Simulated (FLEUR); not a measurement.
Entries from a set of simulations; values are calculated unless marked as measured.

```cif
data_niago2
_symmetry_space_group_name_H-M 'P6_3/mmc'
_symmetry_Int_Tables_number 194
_cell_length_a 2.9992
_cell_length_b 2.9992
_cell_length_c 12.3151
_cell_angle_alpha 90.000
_cell_angle_beta 90.000
_cell_angle_gamma 120.000
_cell_volume 95.93
loop_
_atom_site_label
_atom_site_type_symbol
_atom_site_symmetry_multiplicity
_atom_site_Wyckoff_symbol
_atom_site_fract_x
_atom_site_fract_y
_atom_site_fract_z
_atom_site_occupancy
Ni1 Ni 2 a 0.00000 0.00000 0.50000 1
Ag1 Ag 2 c 0.66667 0.33333 0.75000 1
O1 O 4 f 0.33333 0.66667 0.41806 1
_calc_subject 'Magnetic state of NiAgO2 from several starts'
_calc_method 'PBEsol; all-electron FLAPW, Dirac cores, scalar-relativistic bands'
_calc_program 'FLEUR MaX-R8.1'
_calc_settings_of_one_run 'kmax 4.4 1/bohr, gmax 13.2 1/bohr, muffin tin radii Ni: 2.36, Ag: 2.48, O: 1.33 bohr, lmax Ni: [8, 6], Ag: [10, 8], O: [6, 4], hist occupations, smearing width 0.08 eV, mixer Anderson, mixing 0.05, max iterations 130, stop 2.00e-5 me/bohr³, collinear spin, 8×8×2 k-mesh, mesh matched on, starting moments 2 -2 0 0 0 0 0 0 μB'
_calc_cost '3 runs, 10 min in all on 4 MPI ranks of Intel Xeon Platinum 8259CL at 2.50GHz (Skylake/Cascade Lake), shared host (the runs of this entry)'
_calc_notes 'This is the lowest of 3 finished starts, no proof of the ground state.'
_calc_lowest_state_found 'antiferromagnetic (initial antiferro +-)'
_calc_largest_site_spin_moment '0.725 μB'
_calc_next_finished_state 'ferromagnetic, 2.30 meV a seeded atom higher'
_calc_energy_gained_by_spin_polarisation '35.2 meV a seeded atom'
```

[Logs and program files are shortened in this print: banners, set-up blocks, solver, clock and traceback lines can be left out without a mark of their own.]

[Logs are printed without paths, hosts, clocks, repeated set-up lines and the standing remarks that a program may print on its own settings, such as how far it seeks lower states.]

[Hosts, paths, dates, database ids (printed as entryN), source tags and the programs' standing remarks are cut or masked in the printed files.]

[Where a cell is said to come from a database of computed structures, the database is the Materials Project.]
